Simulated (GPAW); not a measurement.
# MnGe3 (Ge8x111 Mn2 nn): which magnetic order is lowest, part 2 of 2

A self-consistent run ends on one state, which hangs on the start. Several orders of MnGe3 (Ge8x111 Mn2 nn) are started in GPAW and their energies compared.

GPAW 26.7.0; PBE; plane waves with GPAW's PAW setups, scalar-relativistic.

So far. Step 2 (Order 1, typed as ferro ++): After 28 cycles the largest moment stands at 2.97 μB.

### 3. Run 2 (antiferro +-)

An opposed order shows whether the pairs that it reverses prefer unlike signs.

The input, order2.py:

```python
import json
import numpy as np
from ase import Atoms
from ase.parallel import paropen, parprint
from gpaw import GPAW

atoms = Atoms(['Mn', 'Mn', 'Ge', 'Ge', 'Ge', 'Ge', 'Ge', 'Ge'],
    cell=[[5.658, 0.0, 0.0],
         [0.0, 5.658, 0.0],
         [0.0, 0.0, 5.658]],
    scaled_positions=[[0.0, 0.0, 0.0],
         [0.25, 0.25, 0.25],
         [0.0, 0.5, 0.5],
         [0.25, 0.75, 0.75],
         [0.5, 0.0, 0.5],
         [0.75, 0.25, 0.75],
         [0.5, 0.5, 0.0],
         [0.75, 0.75, 0.25]],
    pbc=True,
    magmoms=[4.5, -4.5, 0.0, 0.0, 0.0, 0.0, 0.0, 0.0])
atoms.calc = GPAW(mode={'name': 'pw', 'ecut': 450},
    xc='PBE',
    kpts={'size': (5, 5, 5), 'gamma': True},
    occupations={'name': 'fermi-dirac', 'width': 0.05},
    convergence={'density': 1e-05, 'energy': 1e-05},
    maxiter=200,
    mixer={'name': 'pulay', 'beta': 0.05, 'nmaxold': 6, 'weight': 50},
    symmetry={'tolerance': 1e-4},
    txt='order2.txt')
e = atoms.get_potential_energy(force_consistent=True)
res = {'free_energy': e, 'energy_sigma0': atoms.get_potential_energy(), 'fermi_energy': atoms.calc.get_fermi_level()}
res['moments'] = atoms.get_magnetic_moments().tolist()
res['total'] = atoms.get_magnetic_moment()
parprint('site moments (muB):', np.round(res['moments'], 3))
parprint(f"total moment: {res['total']:.3f} muB")
parprint(f'free energy: {e:.6f} eV')
atoms.calc.write('order2.gpw')
with paropen('results.json', 'w') as f:
    json.dump(res, f)
```

Started as:

```bash
OMP_NUM_THREADS=1 mpirun -n 4 gpaw python order2.py > order2.log
```

Numbers of over 12 decimals in the logs are rounded to 6 here.

Output:

```text
site moments (muB): [ 3.26  -3.26   0.044 -0.044  0.044 -0.044  0.044 -0.044]
total moment: 0.000 muB
free energy: -43.088602 eV

--- order2.txt ---
Input parameters:
  mode=PW(ecut=450),
  convergence={'density': 1e-05, 'energy': 1e-05},
  kpts=MonkhorstPack(size=(5, 5, 5), gamma=True),
  maxiter=200,
  mixer=Pulay(name='pulay', nmaxold=6, beta=0.05, weight=50, sigma=0.015, g_ss=None),
  occupations=Occupations(name='fermi-dirac', width=0.05),
  symmetry=Symmetry(tolerance=0.0001),
  xc=XC(name='PBE')

Diagonalizing LCAO Hamiltonian
Converting LCAO to pw mode
    .-------------.
   /|             |
  / |  Ge         |
 *  |             |
 |  |       Ge    |
 | Ge             |
 |  |   Ge    Ge  |
 |  .-------------.
 | / Mn  Ge      /
 |/             /
 Mn------------*

Atoms  # Å, Bohr magnetons
|   | symbol |        x |        y |        z |    initial magnetic moments |
|---|--------|----------|----------|----------|-----------------------------|
| 0 |     Mn | 0.000000 | 0.000000 | 0.000000 | ( 0.0000,  0.0000,  4.5000) |
| 1 |     Mn | 1.414500 | 1.414500 | 1.414500 | ( 0.0000,  0.0000, -4.5000) |
| 2 |     Ge | 0.000000 | 2.829000 | 2.829000 | ( 0.0000,  0.0000,  0.0000) |
| 3 |     Ge | 1.414500 | 4.243500 | 4.243500 | ( 0.0000,  0.0000,  0.0000) |
| 4 |     Ge | 2.829000 | 0.000000 | 2.829000 | ( 0.0000,  0.0000,  0.0000) |
| 5 |     Ge | 4.243500 | 1.414500 | 4.243500 | ( 0.0000,  0.0000,  0.0000) |
| 6 |     Ge | 2.829000 | 2.829000 | 0.000000 | ( 0.0000,  0.0000,  0.0000) |
| 7 |     Ge | 4.243500 | 4.243500 | 1.414500 | ( 0.0000,  0.0000,  0.0000) |

Unit cell  # Å
| periodic |        x |        y |        z |  lengths |    angles |
|----------|----------|----------|----------|----------|-----------|
|      yes | 5.658000 | 0.000000 | 0.000000 | 5.658000 | 90.000000 |
|      yes | 0.000000 | 5.658000 | 0.000000 | 5.658000 | 90.000000 |
|      yes | 0.000000 | 0.000000 | 5.658000 | 5.658000 | 90.000000 |

Number of symmetries: 6

BZ-sampling:
  Number of BZ points: 125
  Number of IBZ points: 19

  Monkhorst-Pack size: [5, 5, 5]
  Monkhorst-Pack shift: [0, 0, 0]

Plane wave coefficients: 3950
Cutoff: 450.000000 eV

Spin-components: 2 (collinear spins)
Bands:           37
Projectors:      42
Spin-degeneracy: 1
Datatype:        complex128

Parallelization:
  kpt:    4
  domain: 1
  band:   1

Density:
  Valence electrons: 54.0
  Components: 2
  Grid points: [28 28 28]
  Charge: 0.0  # |e|

Potential:
  Grid points: [28 28 28]

[... setups left out ...]
Reference energy: -405614.003261  # eV

eigensolver:
  PPCG
  Converge bands: occupied
  niter=2

density mixing:
  Pulay-Mixer
  Linear mixing parameters: 0.05
  Old densities: 6
  Fourier metric: weight=50, sigma=0.015

occupation numbers:
  Fermi-Dirac:
    width: 0.0500  # eV

poisson solver:
  ecut: 3600.000000  # eV

xc functional:
  name: PBE with 2 nearest neighbor stencil

convergence criteria:
- Maximum integral of absolute [dens]ity change: 1e-05 electrons / valence electron
- Maximum [total energy] change in last 3 cyles: 1e-05 eV / valence electron
- Maximum integral of absolute [eigenst]ate change: 4e-08 eV^2 / valence electron
maximum number of iterations: 200

SCF iterations
|iter     |      energy | eigst |  dens |  magmom |
|---------|-------------|-------|-------|---------|
|iter:   1|       0s |  -43.138144 | +0.13 |       |  +0.0000|
|iter:   2|       1s |  -42.889525 | -1.55 | -0.91 |  +0.0000|
|iter:   3|       2s |  -42.820847 | -2.10 | -0.98 |  -0.0000|
|iter:   4|       4s |  -43.114961 | -1.52 | -1.07 |  -0.0000|
|iter:   5|       5s |  -43.058657 | -1.84 | -1.39 |  -0.0000|
|iter:   6|       6s |  -43.051745 | -2.62 | -1.57 |  -0.0000|
|iter:   7|       7s |  -43.057614 | -3.44 | -1.85 |  -0.0000|
|iter:   8|       9s |  -43.066067 | -3.48 | -2.02 |  -0.0000|
|iter:   9|      10s |  -43.069093 | -4.02 | -2.26 |  -0.0000|
|iter:  10|      11s |  -43.071129 | -3.67 | -2.39 |  +0.0000|
[... 12 iterations left out ...]
|iter:  23|      26s |  -43.071587c| -7.17 | -4.09 |  -0.0000|
|iter:  24|      26s |  -43.071587c| -8.16c| -4.44 |  +0.0000|
|iter:  25|      27s |  -43.071587c| -7.92c| -4.54 |  +0.0000|
|iter:  26|      28s |  -43.071587c| -8.32c| -4.72 |  -0.0000|
|iter:  27|      28s |  -43.071587c| -8.80c| -4.81 |  -0.0000|
|iter:  28|      29s |  -43.071587c| -9.31c| -4.83 |  +0.0000|
|iter:  29|      30s |  -43.071587c| -9.44c| -4.85 |  -0.0000|
|iter:  30|      30s |  -43.071587c| -9.57c| -4.85 |  -0.0000|
|iter:  31|      31s |  -43.071587c| -8.62c| -4.88 |  +0.0000|
|iter:  32|      31s |  -43.071587c| -9.08c| -5.04c|  +0.0000|

Converged in 32 steps
Energy contributions relative to reference atoms: (reference = -405614.003261)

Energy contributions:
  Kinetic:          86.717305
  Coulomb:         -76.711710
  Zero:              0.370515
  External:          0.000000
  Xc:              -53.430682
  Entropy:          -0.034031
  Spinorbit:         0.000000
  ----------------------------
  Free energy:     -43.088602
  Extrapolated:    -43.071587

dipole moment: (-31.135315, -31.135315, -31.135315)  # |e|*Ang

Total magnetic moment: (0.000000, 0.000000, 0.000000)

Local magnetic moments
|        x |        y |         z |
|----------|----------|-----------|
| 0.000000 | 0.000000 |  3.259714 |  # Mn   0
| 0.000000 | 0.000000 | -3.259714 |  # Mn   1
| 0.000000 | 0.000000 |  0.044099 |  # Ge   2
| 0.000000 | 0.000000 | -0.044099 |  # Ge   3
| 0.000000 | 0.000000 |  0.044099 |  # Ge   4
| 0.000000 | 0.000000 | -0.044099 |  # Ge   5
| 0.000000 | 0.000000 |  0.044099 |  # Ge   6
| 0.000000 | 0.000000 | -0.044099 |  # Ge   7

Fermi level: 5.010
Eigenvalues  # (at kpt = [0.000, 0.000, 0.000])
| band index |      eig [eV] | occ [0-1] |      eig [eV] | occ [0-1] |
|------------|---------------|-----------|---------------|-----------|
|          0 |       -75.996 |     1.000 |       -75.996 |     1.000 |
|        ... |               |           |               |           |
|         18 |         2.291 |     1.000 |         2.291 |     1.000 |
|         19 |         2.291 |     1.000 |         2.291 |     1.000 |
|         20 |         2.470 |     1.000 |         2.470 |     1.000 |
|         21 |         2.875 |     1.000 |         2.875 |     1.000 |
|         22 |         2.875 |     1.000 |         2.875 |     1.000 |
|         23 |         3.805 |     1.000 |         3.805 |     1.000 |
|         24 |         3.805 |     1.000 |         3.805 |     1.000 |
|         25 |         3.999 |     1.000 |         3.999 |     1.000 |
|         26 |         5.217 |     0.015 |         5.217 |     0.015 |
|         27 |         5.357 |     0.001 |         5.357 |     0.001 |
|         28 |         5.357 |     0.001 |         5.357 |     0.001 |
|         29 |         5.463 |     0.000 |         5.463 |     0.000 |
|         30 |         5.463 |     0.000 |         5.463 |     0.000 |
|         31 |         6.458 |     0.000 |         6.458 |     0.000 |
|         32 |         7.336 |     0.000 |         7.336 |     0.000 |
|         33 |         7.336 |     0.000 |         7.336 |     0.000 |
|        ... |               |           |               |           |
|         36 |         8.376 |     0.000 |         8.376 |     0.000 |

No gap
No difference between direct/indirect transitions
```

The job ended after 37 s (4 MPI ranks of AMD EPYC 9R14 (Zen 4), shared host; peak memory 0.92 GiB; 2.4 min of CPU time).

Spin moment in the augmentation sphere by atom:

| atom | spin moment in the augmentation sphere (μB) |
| --- | --- |
| Mn1 | 3.26 |
| Mn2 | -3.26 |
| Ge3 | 0.04 |
| Ge4 | -0.04 |
| Ge5 | 0.04 |
| Ge6 | -0.04 |
| Ge7 | 0.04 |
| Ge8 | -0.04 |

This step gave:

```
magnetization : 0 μB
final state   : antiferromagnetic
```

It lies 333 meV a seeded atom under the first start, and its largest moment is 3.26 μB against 2.97 μB.

### 4. The states side by side

These are free energies at a smearing of 0.05 eV, so its entropy term is in the differences. They are divided by the number of seeded atoms, so that cells of unlike size compare.

Orders:

| start | final state | typed order kept | energy over the lowest (meV a seeded atom) | largest site moment (μB) | net moment (μB a primitive cell) | mesh matched | CPU time (s) |
| --- | --- | --- | --- | --- | --- | --- | --- |
| ferro ++ | ferromagnetic | yes | 332.5 | 2.97 | 6.035 | yes | 155.6 |
| antiferro +- | antiferromagnetic | yes | 0 | 3.26 | 0 | yes | 145.2 |

### 5. What came out

| Property | Result |
| --- | --- |
| lowest state found | antiferromagnetic (typed antiferro +-) |
| largest site moment | 3.26 μB |
| next state | ferromagnetic, 333 meV a seeded atom higher |

In words: The lowest state found is antiferromagnetic, reached from the start antiferro +-, with moments up to 3.26 μB. The next state costs 333 meV a seeded atom. Only 2 starts are shown; other collinear patterns, canted and longer-period orders are not.

[Logs and program files are shortened in this print: banners, set-up blocks, solver, clock and traceback lines can be left out without a mark of their own.]

[Logs are printed without paths, hosts, clocks, repeated set-up lines and the standing remarks that a program may print on its own settings, such as how far it seeks lower states.]

[Hosts, paths, dates, database ids (printed as entryN), source tags and the programs' standing remarks are cut or masked in the printed files.]

[Where a cell is said to come from a database of computed structures, the database is the Materials Project.]
